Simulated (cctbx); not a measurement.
# Accept or mend?

Cell a = 4.8860 Å, b = 4.8860 Å, c = 8.8900 Å, α = 90.00°, β = 90.00°, γ = 120.00°; space group P6_322 (no. 182).

Simulated single-crystal data (cctbx): Ga Kα, λ = 1.3414 Å, to d = 0.83 Å, 80 % of the full sphere, strongest reflection 20000 counts, noise from counting, a 3 % proportional error and a noise floor of 2 counts (s.d.); no absorption, and some extinction, which the refinements don't model.

An anisotropic refinement with weights 1/σ² prints:

```text
Rint 0.030, 118 unique reflections to 0.83 A
cycle     R1     wR2    GooF  max shift (A)
   1  0.0094  0.0212   1.252   0.00045
   2  0.0091  0.0206   1.219   0.00000
final R1 0.0091 wR2 0.0206 GooF 1.219  parameters 11  data/parameter 10.7
atom        x        y        z      Ueq    occ   su(xyz)  su(Uiso or U11)
Zr1    0.33333  0.66667  0.25000   0.0032  1.000  0.00000  0.0001
Al1    0.32555  0.32555  0.50000   0.0048  1.000  0.00014  0.0003
Al2    0.33333  0.66667  0.75000   0.0051  1.000  0.00000  0.0003
Al3    0.00000  0.00000  0.75000   0.0049  1.000  0.00000  0.0003
Flack x: 0.90(18)
Hooft y: 0.931(128)  Bijvoet pairs: 25
difference map: max 0.24 min -0.39 rms 0.06
Q1    0.0000  0.0000  0.0469    4    0.24  1.64 A from Al1
Q2    0.3333  0.6667  0.0447    4    0.23  1.70 A from Al1
Q3    0.3333  0.6667  0.5351    4    0.22  1.68 A from Al1
Q4    0.2317  0.4584  0.5986   12    0.17  1.30 A from Al1
Q5    0.0937  0.1851  0.1650   12    0.12  1.09 A from Al3
Q6    0.0178  0.5110  0.4278   12    0.11  1.06 A from Al1
```

**Question.** Can this result stand? If not, what is the likely fault?

Mend it. The fault: the structure inverted. Against the right model at the same level, R1 goes from 0.0080 to 0.0091 and GooF from 1.00 to 1.22. Only the Bijvoet differences see the inversion, so R1 moves little while x goes to 1 − x. Flack x = 0.90 with s.u. 0.18: the s.u. is too large to fix the hand.

The compound is ZrAl5. The right model at the same level gives:

```text
Rint 0.030, 118 unique reflections to 0.83 A
cycle     R1     wR2    GooF  max shift (A)
   1  0.0082  0.0175   1.037   0.00024
   2  0.0080  0.0169   0.997   0.00000
final R1 0.0080 wR2 0.0169 GooF 0.997  parameters 11  data/parameter 10.7
atom        x        y        z      Ueq    occ   su(xyz)  su(Uiso or U11)
Zr1    0.66667  0.33333  0.75000   0.0032  1.000  0.00000  0.0001
Al1    0.67449  0.67449  0.50000   0.0048  1.000  0.00012  0.0002
Al2    0.66667  0.33333  0.25000   0.0051  1.000  0.00000  0.0003
Al3    0.00000  0.00000  0.25000   0.0049  1.000  0.00000  0.0003
Flack x: 0.10(18)
Hooft y: 0.071(127)  Bijvoet pairs: 25
difference map: max 0.24 min -0.39 rms 0.06
Q1    0.0000  0.0000  0.0471    4    0.24  1.64 A from Al1
Q2    0.3333  0.6667  0.0447    4    0.23  1.70 A from Al1
Q3    0.3333  0.6667  0.5348    4    0.22  1.68 A from Al1
Q4    0.2315  0.4588  0.9015   12    0.17  1.30 A from Al1
Q5    0.0830  0.1815  0.1646   12    0.13  1.08 A from Al3
Q6    0.0158  0.5124  0.0711   12    0.11  1.05 A from Al1
```

The model is made up (kin elements in a known structure type, no relaxation), so it says nothing on whether the phase exists.

[Middle refinement cycles are left out of these outputs.]

[Logs are printed without paths, hosts, clocks, repeated set-up lines and the standing remarks that a program may print on its own settings, such as how far it seeks lower states.]
